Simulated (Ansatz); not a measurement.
# Lu (P6_3/mmc): a Bloch–Grüneisen fit of the computed resistivity

Aim: condense the phonon-limited resistivity of Lu (P6_3/mmc) into a transport Debye temperature and an amplitude, and test the fit on a temperature held back.

The resistivities were computed with Ansatz 0.2.0 (DFT PBE, scalar-relativistic, plane waves, PAW) from the linearised Boltzmann equation with harmonic phonons, on q 3×3×3, k 12×12×6, scattering 18×18×12; the fit below is done by hand on them.

The experiments to compare with:

For Lu (bulk crystal), “CRC Handbook of Chemistry and Physics, 84th edition, Electrical Resistivity of Pure Metals” (2003, CRC Press, section 12, read from Wikipedia's data page) quotes earlier work: resistivity at 295 K 58.2 μΩ cm.

**1. The data**

The structure is hexagonal, space group P6_3/mmc (No. 194). The conventional cell has a = 3.505 Å, b = 3.505 Å, c = 5.463 Å, α = 90.00°, β = 90.00°, γ = 120.00°. Lu on site c is surrounded by 12 Lu at 3.40 to 3.50 Å.

This is the relaxed cell of the run, from steps not shown here.

The mean resistivity of the three axes from 50 to 800 K, with one row held back; the colder rows stay outside the fit and test it at the end:

```tsv
T (K)	ρ (μΩ cm)
50	5.100
80	10.79
100	14.36
150	22.90
200	31.21
273	43.23
300	47.67
400	64.17
500	80.77
600	?
800	130.9
```

The resistivity is not converged: the component that moves most changes by 13 % between the two finest meshes at 300 K.

**2. The fit**

Bloch and Grüneisen's form is ρ(T) = A (T/Θ)⁵ J₅(Θ/T), with J₅(z) the integral of x⁵/((eˣ − 1)(1 − e⁻ˣ)) from 0 to z. It goes as T⁵ far below Θ and as A T/(4Θ) far above. For a trial Θ the best A is the geometric mean of ρ/[(T/Θ)⁵ J₅] over the rows, and the scatter of that ratio measures the fit:

```tsv
Θ (K)	A (μΩ cm)	scatter (%)
90	55.08	8.5
120	75.32	4.7
136	86.74	2.3
150	97.16	0.5
164	108.0	2.5
188	127.7	7.0
224	160.4	14.4
```

The scatter is least at Θ = 150 K, with A = 97.16 μΩ cm (0.5 % r.m.s.).

```tsv
T (K)	computed	fit
50	5.100	5.106
80	10.79	10.72
100	14.36	14.33
150	22.90	22.99
200	31.21	31.39
273	43.23	43.47
300	47.67	47.91
400	64.17	64.27
500	80.77	80.56
800	130.9	129.3
```

**3. The row held back**

At T = 600 K, Θ/T = 0.250, J₅ = 9.73e-4 and (T/Θ)⁵ = 1024, so the fit gives 96.82 μΩ cm. The computed value is 97.47 μΩ cm: the fit is off by -0.67 %. Outside its range, at 20 K, it gives 0.391 against 0.350 μΩ cm computed, 1.11 times that; at that temperature the run's own test moves by 7 % between meshes in the component that moves most. Among the rows used, the largest miss is -1.2 %, at 800 K.

**4. What the two numbers mean**

Θ = 150 K is 1.48 times ħω_log/k_B (101 K) and 0.86 of the highest phonon frequency (174 K). The high-temperature slope of the fit, A/(4Θ), is 0.162 μΩ cm/K. The same slope from the run's transport coupling and plasma energy, 2π k_B λ_tr/(ħ ε₀ ω_p²) with λ_tr = 0.599, 0.599, 0.589 (xx, yy, zz) and ħω_p = 3.45, 3.45, 5.11 (xx, yy, zz) eV, is 0.165 μΩ cm/K in the mean of the axes, +2.2 % from it. For comparison, the computed rows rise by 0.167 μΩ cm/K between the two hottest.

**5. Results**

```json
{"Θ": "150 K", "A": "97.16 μΩ cm", "scatter of the fit": "0.5 %", "held-back row at 600 K, fit against computed": "96.82 against 97.47 μΩ cm"}
```

In words: Two numbers, Θ = 150 K and A = 97.2 μΩ cm, hold the computed ρ(T) from 50 to 800 K within 0.55 % r.m.s. and predict the held-back row within 0.67 %. By the run's own test the resistivity at 300 K moves by 13 % between its two finest scattering meshes, in the component that moves most. The mean hides an anisotropy: at 300 K the components are 58.4, 58.4, 26.1 (xx, yy, zz) μΩ cm. Spin–orbit coupling is left out. The fit describes the calculation: impurities, thermal expansion, changes of phase and anharmonicity are in neither.

Calculation against experiment:

```
                                                                                                              quantity  measured  q 3×3×3, fine 18×18×12
resistivity at 295 K (computed: phonon part alone; the measured value holds the sample's residual resistivity) (μΩ cm)      58.2         46.85 (-19.5 %)
```

Measured values from CRC Press, section 12, read from Wikipedia's data page (2003).

Verdict: The resistivity at 295 K is off by -19.5 %: fair agreement.

[Logs are printed without paths, hosts, clocks, repeated set-up lines and the standing remarks that a program may print on its own settings, such as how far it seeks lower states.]

[Hosts, paths, dates, database ids (printed as entryN), source tags and the programs' standing remarks are cut or masked in the printed files.]
